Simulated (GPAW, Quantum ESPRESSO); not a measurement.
# C K-edge XANES of HfC (Fm-3m), part 2 of 4

Aim: the C K edge of HfC (Fm-3m) by two routes, a Lanczos recursion (XSpectra) and a sum over empty bands (GPAW), to see which features are robust.

Quantum ESPRESSO 7.5 and GPAW 26.7.0; core-hole supercells, plane-wave PAW PBE.

So far. Step 2 (Ground state of the crystal (Quantum ESPRESSO)): The mesh shows no gap, so the system is treated as a metal and the core electron is put at the Fermi level (neutral cell). Step 3 (Spectrum without a core hole, C atom 2 (Quantum …): Main maxima below 24 eV (height): 5.6 eV (1.21), 8.7 eV (1.11), 9.8 eV (1.26), 11.4 eV (2.15), 12.6 eV (2.21) and 13.2 eV (2.19). A K edge sees empty p states on the absorber.

The database entry behind the starting cell differs from later determinations by our own check (about 0.2 % long), so it need not match the best structure at ambient conditions.

## (6) The atom with a core hole (Quantum ESPRESSO)

Level of this step: all-electron atom with a core hole and its PAW potential, PBE, scalar-relativistic (Quantum ESPRESSO).

The frozen core must hold the hole, so the absorber gets a data set of its own.

Input file C.pbe-n-kjpaw-1sch.ld1.in:

```
&input
   title='C', zed=6., rel=1, iswitch=3, dft='PBE',
   config='1s1 2s2 2p3'
/
&inputp
   file_pseudopw='C.pbe-n-kjpaw-1sch.UPF', author='',
   lpaw=.true.,
   pseudotype=3,
   lloc=-1,
   rcloc=0.9,
   which_augfun='PSQ',
   rmatch_augfun_nc=.true.,
   nlcc=.true.,
   new_core_ps=.true.,
   rcore=0.7,
   tm=.true.,
   zval=5,
   lgipaw_reconstruction=.true., use_paw_as_gipaw=.true.
/
4
2S  1  0  2.00  0.00  1.00  1.20  0.0
2S  1  0  0.00  3.00  1.00  1.20  0.0
2P  2  1  3.00  0.00  0.90  1.40  0.0
2P  2  1  0.00  0.05  0.90  1.40  0.0
```

On the command line:

```
$ ld1.x < C.pbe-n-kjpaw-1sch.ld1.in > C.pbe-n-kjpaw-1sch.ld1.out
```

The program printed:

```text
     [... banner and references ...]
PAW data will be used for GIPAW calculation
     --------------------------- All-electron run ----------------------------

     C
     scalar relativistic calculation

     atomic number is  6.00
     dft =PBE   lsd =0 sic =0 latt =0  beta=0.20 tr2=1.0E-14
     Exchange-correlation= PBE
                           (   1   4   3   4   0   0   0)
     mesh =1073 r(mesh) = 100.30751 a.u. xmin = -7.00 dx = 0.01250
     1 Ry =  13.60569312 eV, c = 137.03599908

     n l     nl                  e(Ry)          e(Ha)          e(eV)
     1 0     1S 1( 1.00)       -23.4640       -11.7320      -319.2436
     2 0     2S 1( 2.00)        -1.1962        -0.5981       -16.2757
     2 1     2P 1( 3.00)        -0.5604        -0.2802        -7.6246

     final scf error:  2.4E-16 reached in  35 iterations

     Etot =     -54.202028 Ry,     -27.101014 Ha,    -737.456164 eV

     Ekin =      53.964171 Ry,      26.982085 Ha,     734.219949 eV
     Encl =    -129.273525 Ry,     -64.636763 Ha,   -1758.855916 eV
     Eh   =      28.846477 Ry,      14.423239 Ha,     392.476315 eV
     Exc  =      -7.739151 Ry,      -3.869575 Ha,    -105.296512 eV

     normalization and overlap integrals

     s(1S/1S) =  1.000000  <r> =   0.2573  <r2> =    0.0891  r(max) =   0.1688
     s(1S/2S) = -0.000136
     s(2S/2S) =  1.000000  <r> =   1.4172  <r2> =    2.4371  r(max) =   1.0868
     s(2P/2P) =  1.000000  <r> =   1.4636  <r2> =    2.8156  r(max) =   0.9712

     ------------------------ End of All-electron run ------------------------

     --------------------- Generating PAW atomic setup --------------------

      Generating local potential from pseudized AE potential:
      Matching radius rcloc =   0.9000

[...]
(   1   4   3   4   0   0   0)
     mesh =1073 r(mesh) = 100.30751 a.u. xmin = -7.00 dx = 0.01250
     1 Ry =  13.60569312 eV, c = 137.03599908

     n l     nl                  e(Ry)          e(Ha)          e(eV)
[...]
final scf error:  2.4E-16 reached in  35 iterations

     Etot =     -54.202028 Ry,     -27.101014 Ha,    -737.456164 eV

     Ekin =      53.964171 Ry,      26.982085 Ha,     734.219949 eV
     Encl =    -129.273525 Ry,     -64.636763 Ha,   -1758.855916 eV
     Eh   =      28.846477 Ry,      14.423239 Ha,     392.476315 eV
     Exc  =      -7.739151 Ry,      -3.869575 Ha,    -105.296512 eV

     normalization and overlap integrals

     s(1S/1S) =  1.000000  <r> =   0.2573  <r2> =    0.0891  r(max) =   0.1688
     s(1S/2S) = -0.000136
     s(2S/2S) =  1.000000  <r> =   1.4172  <r2> =    2.4371  r(max) =   1.0868
     s(2P/2P) =  1.000000  <r> =   1.4636  <r2> =    2.8156  r(max) =   0.9712

     ------------------------ End of All-electron run ------------------------

     ---------------------- Testing the pseudopotential ----------------------

     C
     scalar relativistic calculation

     atomic number is  6.00   valence charge is  5.00
     dft = SLA  PW   PBX  PBC   lsd =0 sic =0 latt =0  beta=0.20 tr2=1.0E-14
     mesh =1073 r(mesh) = 100.30751 xmin = -7.00 dx = 0.01250

     n l     nl             e AE (Ry)        e PS (Ry)    De AE-PS (Ry)
     1 0     2S   1( 2.00)       -1.19625       -1.19626        0.00001
     2 1     2P   1( 3.00)       -0.56040       -0.56040        0.00000

     eps = 5.7E-17  iter =  4

     Etot =     -54.202028 Ry,     -27.101014 Ha,    -737.456164 eV
     Etotps =   -21.866405 Ry,     -10.933203 Ha,    -297.507603 eV

     Ekin =      19.284242 Ry,       9.642121 Ha,     262.375481 eV
     Encl =     -49.376826 Ry,     -24.688413 Ha,    -671.805945 eV
     Ehrt =      15.965327 Ry,       7.982664 Ha,     217.219341 eV
     Ecxc =      -7.739149 Ry,      -3.869574 Ha,    -105.296480 eV
     (Ecc =      -0.331590 Ry,      -0.165795 Ha,      -4.511508 eV)

     ---------------------- End of pseudopotential test ----------------------
```

Elapsed: 0.73 s, on 1 MPI rank of Arm Neoverse V2, shared host; peak memory 0.12 GiB.

Removing the core electron and adding it to the valence shell costs the free atom 290.2 eV.

## (7) Supercell with XCH, C atom 2 (Quantum ESPRESSO)

The holes are 5.7 Å apart. The excited electron is kept in the cell, where it fills the lowest empty states and screens the hole.

Input file scf.in:

```
&control
   calculation='scf', prefix='x', pseudo_dir='../pp', outdir='tmp', tprnfor=.true.
/
&system
   ibrav=0, nat=12, ntyp=3, nbnd=60
   ecutwfc=46, ecutrho=360
   occupations='smearing', smearing='mv', degauss=0.015
/
&electrons
   conv_thr=1.2e-07, electron_maxstep=120
   mixing_beta=0.5
/
ATOMIC_SPECIES
Hf 1.0 Hf.pbe-spn-kjpaw.UPF
C0 1.0 C.pbe-n-kjpaw-1sch.UPF
C 1.0 C.pbe-n-kjpaw.UPF
CELL_PARAMETERS angstrom
  2.32500000 4.65000000 2.32500000
  4.65000000 -2.32500000 -2.32500000
  -2.32500000 4.65000000 -2.32500000
ATOMIC_POSITIONS crystal
Hf   0.75000000 0.00000000 0.75000000
Hf   0.25000000 0.33333333 0.91666667
Hf   0.75000000 0.66666667 0.08333333
Hf   0.75000000 0.33333333 0.41666667
Hf   0.25000000 0.66666667 0.58333333
Hf   0.25000000 0.00000000 0.25000000
C0   0.00000000 0.00000000 0.00000000
C    0.50000000 0.33333333 0.16666667
C    0.00000000 0.66666667 0.33333333
C    0.00000000 0.33333333 0.66666667
C    0.50000000 0.66666667 0.83333333
C    0.50000000 0.00000000 0.50000000
K_POINTS automatic
5 6 6 0 0 0
```

On the command line:

```
$ OMP_NUM_THREADS=1 mpirun --oversubscribe --bind-to none -np 4 pw.x -nk 4 -in scf.in > scf.out
```

The program printed:

```text
     [... banner and references ...]
[banner, memory and clock lines left out]
using ibrav=0 with symmetry is DISCOURAGED, use correct ibrav instead

     G-vector sticks info

     bravais-lattice index     =            0
     lattice parameter (alat)  =      10.7621  a.u.
     unit-cell volume          =    1017.7631 (a.u.)^3
     number of atoms/cell      =           12
     number of atomic types    =            3
     number of electrons       =        97.00
     number of Kohn-Sham states=           60
     kinetic-energy cutoff     =      46.0000  Ry
     charge density cutoff     =     360.0000  Ry
     scf convergence threshold =      1.2E-07
     mixing beta               =       0.5000
     number of iterations used =            8  plain     mixing
     Exchange-correlation= SLA  PW   PBX  PBC
                           (   1   4   3   4   0   0   0)

     celldm(1)=  10.762111  celldm(2)=   0.000000  celldm(3)=   0.000000
     celldm(4)=   0.000000  celldm(5)=   0.000000  celldm(6)=   0.000000

     crystal axes: (cart. coord. in units of alat)
               a(1) = (   0.408248   0.816497   0.408248 )
               a(2) = (   0.816497  -0.408248  -0.408248 )
               a(3) = (  -0.408248   0.816497  -0.408248 )

     reciprocal axes: (cart. coord. in units 2 pi/alat)
               b(1) = (  0.612372  0.612372  0.612372 )
               b(2) = (  0.816497  0.000000 -0.816497 )
               b(3) = ( -0.204124  0.612372 -1.020621 )

     PseudoPot. #1 for Hf:     Pseudo is Projector augmented-wave + core cor, Zval = 12.0

     ../pp/C.pbe-n-kjpaw-1sch.UPF
     Pseudo is Projector augmented-wave + core cor, Zval =  5.0
[...]
End of self-consistent calculation

          k = 0.0000 0.0000 0.0000 (  5345 PWs)   bands (ev):

   -45.7462 -45.7099 -45.7026 -45.7025 -45.6813 -45.6774 -14.8376 -14.6788
   -14.6604 -14.6178 -14.5909 -14.5835 -14.5684 -14.5104 -14.4725 -14.3340
   -14.3249 -14.3161 -14.2833 -14.2231 -14.2193 -14.1581 -14.1561 -14.1528
     2.5564   4.4809   6.0998   6.1423   6.1482   6.8335   9.1351  10.5053
    10.5268  11.2012  11.2566  11.8617  12.1186  12.2054  12.6657  12.7378
    12.7751  12.7817  13.1688  13.1947  13.3518  15.9140  15.9685  16.0081
    16.8421  16.8422  16.8424  18.0090  18.2213  18.8530  18.8531  18.9337
    18.9442  19.0913  19.1823  20.5591

     [... bands of 54 further k-points ...]

     the Fermi energy is    15.7955 ev

!    total energy              =   -4293.11272698 Ry
     total all-electron energy =   -181378.841933 Ry
     estimated scf accuracy    <       0.00000011 Ry
     smearing contrib. (-TS)   =      -0.00044522 Ry
     internal energy E=F+TS    =   -4293.11228176 Ry

     The total energy is F=E-TS. E is the sum of the following terms:
     one-electron contribution =     -36.09188953 Ry
     hartree contribution      =      79.51646374 Ry
     xc contribution           =    -277.74082887 Ry
     ewald contribution        =    -579.76150415 Ry
     one-center paw contrib.   =   -3479.03452295 Ry

     convergence has been achieved in  13 iterations

     Forces acting on atoms (cartesian axes, Ry/au):

     atom    1 type  1   force =    -0.00302357   -0.00884657   -0.00302357
     atom    2 type  1   force =     0.00737358    0.00174379    0.00189436
     atom    3 type  1   force =    -0.00737358   -0.00174379   -0.00189436
[...]
atom   11 type  3   force =     0.00011125    0.00000000   -0.00011125
     atom   12 type  3   force =    -0.00000000   -0.00000000    0.00000000

     Total force =     0.021108     Total SCF correction =     0.000146

     XML data file, charge density, pseudopotentials, collected wavefunctions
```

Run time: 2.2 min. Hardware: 4 MPI ranks; peak memory 0.3 GiB; 8.7 min of CPU time.

Energy with the hole: -2467784.862 eV, cores included.

## (8) Spectrum with XCH, C atom 2 (Quantum ESPRESSO)

The Lanczos recursion gives the spectrum without computing empty bands; each polarisation needs a run of its own on the full k mesh. xe0 is set between filled and empty states, and states below it are cut, here at the Fermi level, which holds the excited electron. The file of filecore holds the core orbital, taken from the hole-free data set.

Input file xspectra.in:

```
&input_xspectra
   calculation='xanes_dipole', edge='K'
   prefix='x', outdir='tmp', xiabs=2, xe0=15.7955
   xonly_plot=.false., x_save_file='xanes.sav'
   xniter=3000, xcheck_conv=20, xerror=0.005
   xcoordcrys=.false., xepsilon(1)=1, xepsilon(2)=0, xepsilon(3)=0
/
&plot
   xnepoint=413, xemin=-10, xemax=45, terminator=.true., cut_occ_states=.true.
   xgamma=0.4
/
&pseudos
   filecore='../C.wfc'
/
&cut_occ
   cut_desmooth=0.1, cut_stepl=0.05, cut_stepu=0.05, cut_ierror=1e-5
/
6 6 6 0 0 0
```

xspectra_1.in, as its differences from xspectra.in of step 8:

```diff
@@ -5,3 +5,3 @@
    xniter=3000, xcheck_conv=20, xerror=0.005
-   xcoordcrys=.false., xepsilon(1)=1, xepsilon(2)=0, xepsilon(3)=0
+   xcoordcrys=.false., xepsilon(1)=0, xepsilon(2)=1, xepsilon(3)=0
 /
```

On the command line:

```
$ OMP_NUM_THREADS=1 mpirun --oversubscribe --bind-to none -np 4 xspectra.x -nk 4 -in xspectra.in > xspectra.out
```

The program printed:

```text
     [... banner and references ...]
Reading input_file

     calculation: xanes_dipole

     xepsilon  [cartesian coordinates]:   1.000000   0.000000   0.000000

     xonly_plot: FALSE
        => complete calculation: Lanczos + spectrum plot

     filecore (core-wavefunction file): ../C.wfc

     main plot parameters:
        cut_occ_states: TRUE
        gamma_mode:  constant
        -> using xgamma [eV]:  0.40
        xemin [eV]: -10.00
        xemax [eV]:  45.00
        xnepoint:  413
        xe0 [eV]:  15.795500 (energy zero read in input file)

     WARNING: variable ef_r is obsolete

                      Reading SCF save directory: x.save

     tmp/x.save/

     Exchange-correlation= PBE
                           (   1   4   3   4   0   0   0)

     G-vector sticks info

                           Getting the Fermi energy

     From SCF save directory:
        ehomo [eV]:   16.1291 (highest occupied level)
        elumo [eV]:   16.1816 (lowest occupied level)
        ef    [eV]:   16.1291

     -> ef (in eV) will be written in x_save_file

                           Energy zero of the spectrum

     -> ef will NOT be used as energy zero of the spectrum
       (because xe0 read in input file)

     G-vector sticks info

     bravais-lattice index     =            0
     lattice parameter (alat)  =      10.7621  a.u.
     unit-cell volume          =    1017.7631 (a.u.)^3
     number of atoms/cell      =           12
     number of atomic types    =            3
     number of electrons       =        97.00
     number of Kohn-Sham states=           60
     kinetic-energy cutoff     =      46.0000  Ry
     charge density cutoff     =     360.0000  Ry
     Exchange-correlation= PBE
                           (   1   4   3   4   0   0   0)

     celldm(1)=  10.762111  celldm(2)=   0.000000  celldm(3)=   0.000000
     celldm(4)=   0.000000  celldm(5)=   0.000000  celldm(6)=   0.000000

     crystal axes: (cart. coord. in units of alat)
               a(1) = (   0.408248   0.816497   0.408248 )
               a(2) = (   0.816497  -0.408248  -0.408248 )
               a(3) = (  -0.408248   0.816497  -0.408248 )

     reciprocal axes: (cart. coord. in units 2 pi/alat)
               b(1) = (  0.612372  0.612372  0.612372 )
               b(2) = (  0.816497  0.000000 -0.816497 )
               b(3) = ( -0.204124  0.612372 -1.020621 )

     PseudoPot. #1 for Hf:     Pseudo is Projector augmented-wave + core cor, Zval = 12.0

     ../pp/C.pbe-n-kjpaw-1sch.UPF
     Pseudo is Projector augmented-wave + core cor, Zval =  5.0
     Shape of augmentation charge: PSQ
     Using radial grid of 1073 points,  4 beta functions with:
                l(1) =   0
                l(2) =   0
                l(3) =   1
                l(4) =   1
     Q(r) pseudized with 0 coefficients

     ../pp/C.pbe-n-kjpaw.UPF
     Pseudo is Projector augmented-wave + core cor, Zval =  4.0
     Shape of augmentation charge: PSQ
     Using radial grid of 1073 points,  4 beta functions with:
                l(1) =   0
                l(2) =   0
                l(3) =   1
                l(4) =   1
     Q(r) pseudized with 0 coefficients

     atomic species   valence    mass     pseudopotential
     Hf               12.00     1.00000     Hf( 1.00)
     C0                5.00     1.00000     C ( 1.00)
     C                 4.00     1.00000     C ( 1.00)

      4 Sym. Ops., with inversion, found

   Cartesian axes

     site n.     atom                  positions (alat units)
         1        Hf     tau(   1) = (   0.0000000   1.2247449   0.0000000  )
         2        Hf     tau(   2) = (  -0.0000000   0.8164966  -0.4082483  )
         3        Hf     tau(   3) = (   0.8164966   0.4082483  -0.0000000  )
         4        Hf     tau(   4) = (   0.4082483   0.8164966   0.0000000  )
         5        Hf     tau(   5) = (   0.4082483   0.4082483  -0.4082483  )
         6        Hf     tau(   6) = (   0.0000000   0.4082483   0.0000000  )
         7        C0     tau(   7) = (   0.0000000   0.0000000   0.0000000  )
[...]
12        C      tau(  12) = (   0.0000000   0.8164966   0.0000000  )

     number of k points=   216  Marzari-Vanderbilt smearing, width (Ry)=  0.0150

     Number of k-points >= 100: set verbosity='high' to print them.

     Dense  grid:   117317 G-vectors     FFT dimensions: (  72,  72,  72)

     Smooth grid:    42851 G-vectors     FFT dimensions: (  48,  48,  48)

     The potential is recalculated from file :
     tmp/x.save/charge-density

     Starting wfcs are   84 atomic wfcs
     Checking if some PAW data can be deallocated...

               Reading core wavefunction file for the absorbing atom

     ../C.wfc successfully read

                              Attributing the PAW radii
                     for the absorbing atom [units: Bohr radius]

        PAW proj 1: r_paw(l= 0)= 1.80  (1.5*r_cut)
        PAW proj 2: r_paw(l= 0)= 1.80  (1.5*r_cut)
        PAW proj 3: r_paw(l= 1)= 2.10  (1.5*r_cut)
        PAW proj 4: r_paw(l= 1)= 2.10  (1.5*r_cut)

        NB: The calculation will not necessary use all these r_paw values.
            - For a edge in the electric-dipole approximation,
              only the r_paw(l=1) values are used.
            - For a K edge in the electric-quadrupole approximation,
              only the r_paw(l=2) values are used.

            - For a L2 or L3 edge in the electric-quadrupole approximation,

              all projectors (s, p and d) are used.

     init_gipaw_1: projectors nearly linearly dependent:
     ntyp =  1, l/n1/n2 =  1 2 1  0.99852334
     init_gipaw_1: projectors nearly linearly dependent:
     ntyp =  1, l/n1/n2 =  2 2 1  0.99895236
     init_gipaw_1: projectors nearly linearly dependent:
     ntyp =  3, l/n1/n2 =  1 2 1  0.99428698

                          Starting XANES calculation
                     in the electric dipole approximation

     Method of calculation based on the Lanczos recursion algorithm
        - STEP 1: Construction of a kpoint-dependent Lanczos basis,
          in which the Hamiltonian is tridiagonal (each 'iter'
          corresponds to the calculation of one more Lanczos vector)
        - STEP 2: Calculation of the cross-section as a continued fraction
          averaged over the k-points.

     ... Begin STEP 1 ...

        Radial transition matrix element(s) used in the calculation of the
        initial vector of the Lanczos basis (|tilde{phi}_abs> normalized)
        | For PAW proj. (l=1) #1: radial matrix element =   0.218918377
        | For PAW proj. (l=1) #2: radial matrix element =   0.251777662

NB: the    54 k-point are not all listed below because npool=  4
        |-------------------------------------------------------------
        ! k-point #     1:  ( 0.0000,  0.0000,  0.0000),  0.0093,   1
        |-------------------------------------------------------------
 okvan= T
        |   Norm of the initial Lanczos vector: 0.17033814E+00
        |   Estimated error at iter     20:   1.00675243
        |   Estimated error at iter     40:   0.46956263
        |   Estimated error at iter     60:   0.25981453
        |   Estimated error at iter     80:   0.25452575
        |   Estimated error at iter    100:   0.34172951
[...]
!   => CONVERGED at iter    360 with error=  0.00400444
        |-------------------------------------------------------------
        ! k-point #     2:  (-0.0340,  0.1021, -0.1701),  0.0093,   1
        |-------------------------------------------------------------
 okvan= T
        |   Norm of the initial Lanczos vector: 0.17033829E+00
[...]
!   => CONVERGED at iter    480 with error=  0.00458023
        |-------------------------------------------------------------
     [... 51 further k-points ...]
        ! k-point #    54:  ( 0.2041,  0.6124, -1.0206),  0.0093,   1
        |-------------------------------------------------------------
 okvan= T
        |   Norm of the initial Lanczos vector: 0.17033962E+00
[...]
|   Estimated error at iter    360:   0.01256625
        |   Estimated error at iter    380:   0.00928902
        |   Estimated error at iter    400:   0.00772661
        !   => CONVERGED at iter    420 with error=  0.00341668

     Results of STEP 1 successfully written in x_save_file
     x_save_file name:
     ->  xanes.sav
     x_save_file version:  2

     ... End STEP 1 ...

     ... Begin STEP 2 ...

     The spectrum is calculated using the following parameters:
        xe0 [eV]:   15.7955
        the occupied states are elimintate from the spectrum
        xemin [eV]: -10.00
        xemax [eV]:  45.00
        xnepoint:  413
        constant broadening parameter [eV]:    0.400
        Core level energy [eV]:  -284.2
         (from electron binding energy of neutral atoms in X-ray data booklet)

     Cross-section successfully written in xanes.dat

     ... End STEP 2 ...

                                END JOB XSpectra
```

It took 4.8 min on 4 MPI ranks; peak memory 0.19 GiB.

The C K spectrum, C atom 2, excited-electron core hole (neutral cell) (energy from the energy zero of the input (xe0, at the border of filled and empty states); intensity scaled to a mean of 1 over the first 20 eV; the points at xe0, where the cut of filled states can leave a spike, are interpolated):

```csv
E (eV),intensity
-2.0,0.05
-1.0,0.10
0.0,0.35
1.0,0.66
2.0,0.87
3.0,1.05
4.0,1.28
5.0,1.56
6.0,1.18
7.0,1.13
8.0,1.41
9.0,1.45
10.0,2.14
11.0,1.73
12.0,1.47
13.0,1.01
14.0,0.70
15.0,0.49
16.0,0.61
17.0,0.42
18.0,0.17
19.0,0.22
20.0,0.44
21.0,0.35
22.0,0.29
23.0,0.60
24.0,0.72
25.0,0.67
26.0,1.28
27.0,1.49
28.0,1.34
29.0,0.94
30.0,0.50
31.0,0.45
32.0,0.40
```

Main maxima below 24 eV (height): 5.0 eV (1.57), 10.3 eV (2.30), 11.6 eV (1.66), 16.2 eV (0.63), 20.3 eV (0.48) and 23.6 eV (0.87). A K edge sees empty p states; the first features are C p mixed into the empty d states of the Hf neighbours, and the broad ones above probably into the cations' higher empty bands.

The total-energy difference is 287.91 eV. One term is added: -6.71 eV, since the hole is spin-paired here and a spin-polarised one costs that much less in the free atom (computed apart). The photon energy is then 281.20 eV. The functional leaves an error of a few eV in such absolute values.

(Continued in part 3 of 4.)

[Banner, clock and machine lines of the logs are left out without a mark of their own.]

[Logs are printed without paths, hosts, clocks, repeated set-up lines and the standing remarks that a program may print on its own settings, such as how far it seeks lower states.]

[Hosts, paths, dates, database ids (printed as entryN), source tags and the programs' standing remarks are cut or masked in the printed files.]

[Lists of maxima count a maximum above −3 eV only where it reaches 4 % of the highest in the window and stands out from its surroundings by 2 % of it (1.5 % where it reaches 55 %); shoulders and weaker maxima are passed over, and of the rest the first, up to two pre-edge ones and the few strongest are named.]
